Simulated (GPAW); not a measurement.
Consider YSe (Fm-3m).

```
Y Se
1.0
     0.00000    2.85150    2.85150
     2.85150    0.00000    2.85150
     2.85150    2.85150    0.00000
Y Se
1 1
Direct
  0.50000 0.50000 0.50000
  0.00000 0.00000 0.00000
```

Absorber: atom 1, with 6 Se at 2.85 Å (octahedral, site symmetry m-3m). Method: GPAW, LDA, excited-electron core hole (neutral cell), 8-atom cell with 5.7 Å between holes, 5×5×5 k points, dipole transitions, Gaussian full width 1.5 eV up to 4 eV, rising linearly to 3.5 eV at 25 eV.

Question: What does the Y L₃ edge look like?

Main maxima up to 30 eV above the zero (height): 1.0 eV (3.66), 7.4 eV (0.85), 15.6 eV (0.76) and 26.0 eV (0.76). At an L edge the dipole rule selects empty d (and weakly s) states on the absorber, and the strong line at the onset measures the empty part of its d band. 

The Y L₃ spectrum (energy from the lowest empty level; intensity scaled to a mean of 1 over the first 20 eV):

| E (eV) | intensity |
| --- | --- |
| -2.0 | 0.01 |
| -1.0 | 0.36 |
| 0.0 | 2.40 |
| 1.0 | 3.66 |
| 2.0 | 3.09 |
| 3.0 | 1.77 |
| 4.0 | 0.90 |
| 5.0 | 0.51 |
| 6.0 | 0.61 |
| 7.0 | 0.83 |
| 8.0 | 0.78 |
| 9.0 | 0.57 |
| 10.0 | 0.54 |
| 11.0 | 0.57 |
| 12.0 | 0.48 |
| 13.0 | 0.46 |
| 14.0 | 0.59 |
| 15.0 | 0.73 |
| 16.0 | 0.74 |
| 17.0 | 0.62 |
| 18.0 | 0.50 |
| 19.0 | 0.48 |
| 20.0 | 0.50 |
| 21.0 | 0.50 |
| 22.0 | 0.51 |
| 23.0 | 0.55 |
| 24.0 | 0.63 |
| 25.0 | 0.72 |
| 26.0 | 0.76 |
| 27.0 | 0.72 |
| 28.0 | 0.65 |
| 29.0 | 0.59 |
| 30.0 | 0.54 |
| 31.0 | 0.49 |
| 32.0 | 0.46 |

Only the L₃ part is meant: spin–orbit coupling of the core level isn't computed and the L₂ copy isn't added. The primitive cell holds an odd number of electrons, so a spin-paired run has to come out metallic; that is right for a metal, but some such compounds are magnetic or distorted insulators. The holes are only 5.7 Å apart, so the shape is probably not converged with cell size; no larger cell was run here. Lifetime broadening is put in by hand, and intensities beyond about 20 eV depend on it and on the partial waves; weight that the partial waves miss at high energy is lost. The structure is a published determination, not relaxed.

[Banner, clock and machine lines of the logs are left out without a mark of their own.]

[Logs are printed without paths, hosts, clocks, repeated set-up lines and the standing remarks that a program may print on its own settings, such as how far it seeks lower states.]

[Hosts, paths, dates, database ids (printed as entryN), source tags and the programs' standing remarks are cut or masked in the printed files.]

[Lists of maxima count a maximum above −3 eV only where it reaches 4 % of the highest in the window and stands out from its surroundings by 2 % of it (1.5 % where it reaches 55 %); shoulders and weaker maxima are passed over, and of the rest the first, up to two pre-edge ones and the few strongest are named.]
